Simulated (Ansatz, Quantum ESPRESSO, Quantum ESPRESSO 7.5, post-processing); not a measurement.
**Pd chain with one bond drawn out by 1.5 Å: ballistic transmission**

Wanted: the transmission near the Fermi level and the conductance of this junction: Pd chain with one bond drawn out by 1.5 Å.

Program: Quantum ESPRESSO 7.5. Level of theory: plane-wave DFT, PBE, GBRV ultrasoft pseudopotentials (cross-check by Ansatz 0.2.0 with PAW datasets). Results are calculated unless marked as measured.

Report form: the programs' logs are mostly left out.

**1. Starting point**

The cell holds 14 atoms: 14 Pd. Cell: a = 7.500 Å, b = 7.500 Å, c = 36.500 Å, α = 90.0°, β = 90.0°, γ = 90.0°. Regions: left lead, 7 atoms (7 Pd); right lead, 7 atoms (7 Pd). Vacuum lies along a and b. The structure is stacked along c, and the current runs across the ab planes.

**2. SCF with pw.x**

One periodic cell holds a stretch of lead, the junction and more lead; the atoms stay as built.

Contents of scf.in:

```
&control
  prefix = 'scf'
  outdir = './out'
  pseudo_dir = './pseudo'
  calculation = 'scf'
  tprnfor = .true.
/
&system
  ibrav = 0
  nat = 14
  ntyp = 1
  ecutwfc = 34
  ecutrho = 170
  occupations = 'smearing'
  smearing = 'mv'
  degauss = 0.01
/
&electrons
  conv_thr = 1e-07
  mixing_beta = 0.25
  electron_maxstep = 120
  mixing_mode = 'local-TF'
/
ATOMIC_SPECIES
  Pd  106.4200  pd_pbe_v1.4.uspp.F.UPF
CELL_PARAMETERS angstrom
  7.50000000000000 0.00000000000000 0.00000000000000
  0.00000000000000 7.50000000000000 0.00000000000000
  0.00000000000000 0.00000000000000 36.50000000000000
ATOMIC_POSITIONS crystal
  Pd  0.500000000000 0.500000000000 0.000000000000
  Pd  0.500000000000 0.500000000000 0.068493150685
  Pd  0.500000000000 0.500000000000 0.136986301370
  Pd  0.500000000000 0.500000000000 0.205479452055
  Pd  0.500000000000 0.500000000000 0.273972602740
  Pd  0.500000000000 0.500000000000 0.342465753425
  Pd  0.500000000000 0.500000000000 0.410958904110
  Pd  0.500000000000 0.500000000000 0.520547945205
  Pd  0.500000000000 0.500000000000 0.589041095890
  Pd  0.500000000000 0.500000000000 0.657534246575
  Pd  0.500000000000 0.500000000000 0.726027397260
  Pd  0.500000000000 0.500000000000 0.794520547945
  Pd  0.500000000000 0.500000000000 0.863013698630
  Pd  0.500000000000 0.500000000000 0.931506849315
K_POINTS automatic
  1 1 3 0 0 0
```

Started as:

```
> OMP_NUM_THREADS=1 mpirun -n 4 pw.x -nk 1 -in scf.in > scf.out
```

Wall time 3.5 min (4 MPI ranks of Arm Neoverse V2, shared host); peak memory 2.5 GiB.

This step gave:

| Property | Result |
| --- | --- |
| free energy | -37811.7610 eV |
| Fermi energy | -2.867 eV |

The program's own clock; routines nest. Time by routine:

```csv
routine,wall time (s),calls
PWSCF,209.2,1
electrons,203.2,1
c_bands,149.4,23
cegterg,147.2,46
h_psi,84.51,168
fftw,67.96,32890
vloc_psi,58.95,168
sum_band,29.96,23
calbec,19.03,222
add_vuspsi,12.41,168
s_psi,12.39,168
h_psi:calbec,12.39,168
mix_rho,12.34,23
newd,9.81,24
```

The run needed 23 iterations to bring the estimated error under 1e-07 Ry; the largest force on any atom, held or free, is 0.41 eV/Å.

**3. Transmission with pwcond.x**

prefixt takes both regions from one run: the lead from 0 to bdl, the scattering region from bdl to bds (units of alat). ikind = 1 puts the same lead on both sides. The program's T_tot counts both spins in a run without spin; the tables below give T per spin.

Contents of cond.in:

```
&inputcond
  outdir = './out'
  prefixt = 'scf'
  tran_file = 'cond.dat'
  bdl = 0.6666666667
  bds = 4.8666666667
  ikind = 1
  ewind = 4.0
  epsproj = 1e-05
  nz1 = 7
  energy0 = 2.0
  denergy = -0.1
/
1
  0.00000000 0.00000000 1.00000000
41
```

Started as:

```
> OMP_NUM_THREADS=1 mpirun -n 4 pwcond.x -in cond.in > cond.out
```

Wall time 4.7 min (4 MPI ranks); peak memory 0.55 GiB.

This step gave:

- lead channels at the Fermi level, one spin: 4
- transmission at the Fermi level, one spin: 0.8921
- conductance: 0.8921 G₀

Per spin. Open channels against energy, zero at the Fermi level:

energy (eV), open channels and a bar from the least value:
```
    -2.00       3.00 ###############
    -1.90       3.00 ###############
    -1.70       3.00 ###############
    -1.60       3.00 ###############
    -1.40       3.00 ###############
    -1.30       3.00 ###############
    -1.20       3.00 ###############
    -1.00       5.00 ##############################
    -0.90       5.00 ##############################
    -0.80       5.00 ##############################
    -0.60       5.00 ##############################
    -0.50       5.00 ##############################
    -0.30       4.00 ######################
    -0.20       4.00 ######################
    -0.10       4.00 ######################
     0.00       4.00 ######################
     0.10       4.00 ######################
     0.20       1.00 
     0.30       1.00 
     0.50       1.00 
     0.60       1.00 
     0.80       1.00 
     0.90       1.00 
     1.00       1.00 
     1.20       1.00 
     1.30       1.00 
     1.40       1.00 
     1.60       1.00 
     1.70       1.00 
     1.90       1.00 
     2.00       1.00
```

Per spin. Table of transmission by energy, zero at the Fermi level:

energy (eV), transmission and a bar:
```
    -2.00      0.039 
    -1.90      0.043 
    -1.70      0.054 #
    -1.60      0.059 #
    -1.40      0.070 #
    -1.30      0.076 #
    -1.20      0.083 ##
    -1.00      0.095 ##
    -0.90      0.100 ##
    -0.80      0.104 ##
    -0.60      0.119 ###
    -0.50      0.146 ####
    -0.30      0.243 #######
    -0.20      0.398 #############
    -0.10      0.636 #####################
     0.00      0.892 ##############################
     0.10      0.778 ##########################
     0.20      0.445 ##############
     0.30      0.450 ##############
     0.50      0.481 ################
     0.60      0.500 ################
     0.80      0.539 ##################
     0.90      0.563 ##################
     1.00      0.586 ###################
     1.20      0.626 #####################
     1.30      0.644 #####################
     1.40      0.661 ######################
     1.60      0.694 #######################
     1.70      0.711 ########################
     1.90      0.745 #########################
     2.00      0.761 #########################
```

The program's own clock; routines nest. Time by routine:

```csv
routine,wall time (s),calls
PWCOND,281.2,1
scatter_forw,238.3,82
compbs,25.02,41
compbs_2,20.65,41
local,11.56,1
init,0.96,1
poten,0.13,1
```

The run is unpolarised; a magnetic state was not tried, may lie lower and would change T.

At no point does T exceed the number of channels.

**4. Transmission with pwcond.x, with nz1 = 11**

How much does a setting matter? One run is repeated with a change.

cond.w.in is the input of step 3 with these lines changed:

```diff
@@ -3,3 +3,3 @@
   prefixt = 'scf'
-  tran_file = 'cond.dat'
+  tran_file = 'cond.w.dat'
   bdl = 0.6666666667
@@ -9,3 +9,3 @@
   epsproj = 1e-05
-  nz1 = 7
+  nz1 = 11
   energy0 = 2.0
```

Started as:

```
> OMP_NUM_THREADS=1 mpirun -n 4 pwcond.x -in cond.w.in > cond.w.out
```

Elapsed: 5.1 min, on 4 MPI ranks; peak memory 0.56 GiB.

Beside the run it was changed from:

```csv
quantity,this run,unchanged run,difference
"transmission at the Fermi level, one spin",0.9035,0.8921,0.011
"lead channels at the Fermi level, one spin",4,4,0
wall time (s),308,282,
```

Over all energies T moves by up to 0.026, at 0.1 eV.

The physical values in this table move by up to 1.3 %.

**5. Transmission with pwcond.x, with ecut = 1**

One more run, with a changed input.

cond.bad.in is the input of step 3 with these lines changed:

```diff
@@ -3,3 +3,3 @@
   prefixt = 'scf'
-  tran_file = 'cond.dat'
+  tran_file = 'cond.bad.dat'
   bdl = 0.6666666667
@@ -10,2 +10,3 @@
   nz1 = 7
+  ecut = 1
   energy0 = 2.0
```

Started as:

```
> OMP_NUM_THREADS=1 mpirun -n 4 pwcond.x -in cond.bad.in > cond.bad.out
```

It took 0.5 s on 4 MPI ranks; peak memory 0.09 GiB.

The program refused the input before any cycle.

A key was misspelt on purpose.

The message: “do_cond (5010): reading inputcond namelist”. The namelist reader stops at a key that the namelist doesn't hold; the line has to be put right or, where the proper key already stands in the input, deleted.

**6. Cross-check with Ansatz**

A second code with its own PAW datasets, on the same atoms.

Level of this step: plane-wave DFT, PBE, Ansatz PAW (Ansatz 0.2.0).

Contents of input.yaml:

```yaml
crystal:
  lattice:
    - [7.5, 0.0, 0.0]
    - [0.0, 7.5, 0.0]
    - [0.0, 0.0, 36.5]
  atoms:
    - { symbol: Pd, position: [0.5, 0.5, 0.0] }
    - { symbol: Pd, position: [0.5, 0.5, 0.0684931507] }
    - { symbol: Pd, position: [0.5, 0.5, 0.1369863014] }
    - { symbol: Pd, position: [0.5, 0.5, 0.2054794521] }
    - { symbol: Pd, position: [0.5, 0.5, 0.2739726027] }
    - { symbol: Pd, position: [0.5, 0.5, 0.3424657534] }
    - { symbol: Pd, position: [0.5, 0.5, 0.4109589041] }
    - { symbol: Pd, position: [0.5, 0.5, 0.5205479452] }
    - { symbol: Pd, position: [0.5, 0.5, 0.5890410959] }
    - { symbol: Pd, position: [0.5, 0.5, 0.6575342466] }
    - { symbol: Pd, position: [0.5, 0.5, 0.7260273973] }
    - { symbol: Pd, position: [0.5, 0.5, 0.7945205479] }
    - { symbol: Pd, position: [0.5, 0.5, 0.8630136986] }
    - { symbol: Pd, position: [0.5, 0.5, 0.9315068493] }
kpoints:
  mp_grid: { grid: [1, 1, 4] }
hamiltonian:
  xc: pbe
scf:
  occupations: { method: fermi_dirac, width: 0.1 }
  convergence: { dr2_threshold: 1.0e-08 }
output:
  transmission:
    leads: [[0, 1]]
    e_range: [-2.0, 2.0]
    de: 0.05
    kmesh: [1, 1]
    reduced_basis: true
  write_potential: true
  write_density: true
  volumetric_format: npy
```

Started as:

```
> ansatz run input.yaml --threads 4 --pin off --max-ram 8192MiB --backend cpu --events-out ev --progress --plain --runs-dir out
```

Wall time 51 s (4 threads); peak memory 3.9 GiB; 3.2 min of CPU time.

Numbers from this step:

```
free energy                                  : -97584.5457 eV
energy at zero smearing                      : -97583.8003 eV
smearing term TS                             : 1.491 eV
Fermi energy                                 : -2.733 eV
symmetry operations                          : 16
transmission at the Fermi level, one spin    : 0.6703
step of the lead's Hamiltonian over a period : 0.1 meV
```

Per spin. Transmission against energy, zero at the Fermi level:

energy (eV), transmission and a bar:
```
   -2.000      0.042 
   -1.800      0.052 
   -1.600      0.063 #
   -1.400      0.074 #
   -1.200      0.084 ##
   -1.000      0.094 ##
   -0.800      0.117 ###
   -0.600      0.119 ###
   -0.400      0.239 ########
   -0.200      0.470 ##################
    0.000      0.670 ##########################
    0.200      0.449 #################
    0.400      0.482 ##################
    0.600      0.520 ####################
    0.800      0.558 ######################
    1.000      0.593 #######################
    1.200      0.627 ########################
    1.400      0.661 ##########################
    1.600      0.695 ###########################
    1.800      0.728 #############################
    2.000      0.760 ##############################
```

Per spin. Table of open channels by energy, zero at the Fermi level:

```csv
energy (eV),open channels
-2.000,3
-1.800,3
-1.600,3
-1.400,3
-1.200,3
-1.000,5
-0.800,5
-0.600,5
-0.400,4
-0.200,4
0.000,4
0.200,1
0.400,1
0.600,1
0.800,1
1.000,1
1.200,1
1.400,1
1.600,1
1.800,1
2.000,1
```

Ansatz finds T = 0.670 against pwcond's 0.892.

**7. All levels side by side**

All levels:

```csv
step,T at the Fermi level (per spin),conductance (G0),r.m.s. T(E) from the first,CPU time of the step (s),peak memory (GiB)
Ansatz,0.6703,-,0,191.6,3.862
pwcond,0.8921,0.8921,0.05348,1127,0.55
"pwcond, changed setting",0.9035,0.9035,0.05224,1230,0.56
```

Per spin. Transmission against energy, zero at the Fermi level:

```csv
energy (eV),Ansatz,pwcond,"pwcond, changed setting"
-2.00,0.0419,0.0389,0.0393
-1.90,0.0468,0.0429,0.0432
-1.70,0.0572,0.0537,0.0540
-1.60,0.0626,0.0587,0.0588
-1.40,0.0737,0.0704,0.0703
-1.30,0.0792,0.0762,0.0760
-1.20,0.0844,0.0826,0.0825
-1.00,0.0943,0.0953,0.0951
-0.90,0.102,0.0998,0.0995
-0.80,0.117,0.104,0.103
-0.60,0.119,0.119,0.119
-0.50,0.166,0.146,0.146
-0.30,0.336,0.243,0.243
-0.20,0.470,0.398,0.402
-0.10,0.607,0.636,0.647
0.00,0.670,0.892,0.904
0.10,0.577,0.778,0.752
0.20,0.449,0.445,0.444
0.30,0.465,0.450,0.451
0.50,0.500,0.481,0.481
0.60,0.520,0.500,0.500
0.80,0.558,0.539,0.539
0.90,0.575,0.563,0.563
1.00,0.593,0.586,0.586
1.20,0.627,0.626,0.626
1.30,0.644,0.644,0.644
1.40,0.661,0.661,0.661
1.60,0.695,0.694,0.694
1.70,0.712,0.711,0.711
1.90,0.744,0.745,0.745
2.00,0.760,0.761,0.761
```

**8. By hand**

G = 0.892 × 77.48 µS = 69.1 µS a cell, a resistance of 14.5 kΩ.

**9. Results**

| Item | Value |
| --- | --- |
| conductance from T at the Fermi level, a cell (G₀ = 2e²/h) | 0.892 G₀ |
| lead channels per spin | 4.00 |
| the same conductance by Ansatz | 0.670 G₀ |

What this shows: The junction conducts 0.892 G₀ a cell at the Fermi level (PBE, GBRV ultrasoft). At the Fermi level the junction passes 22 % of what the leads offer. At the Fermi level pwcond and Ansatz differ by 33 %; unlike potentials, short leads and band edges at slightly different energies can each add to that; the cause was not traced. Over -2 to 2 eV, T lies between 0.039 and 0.89 per spin. The geometry is as built, not relaxed, and the leads are short. The chain ran without spin polarisation; chains of d metals can be magnetic.

[Logs are printed without paths, hosts, clocks, repeated set-up lines and the standing remarks that a program may print on its own settings, such as how far it seeks lower states.]

[Hosts, paths, dates, database ids (printed as entryN), source tags and the programs' standing remarks are cut or masked in the printed files.]

[Maps of the electrostatic potential energy from Ansatz leave out the sawtooth potential of an applied field or a dipole correction, so their vacuum need not be flat; planar profiles and work functions include it.]
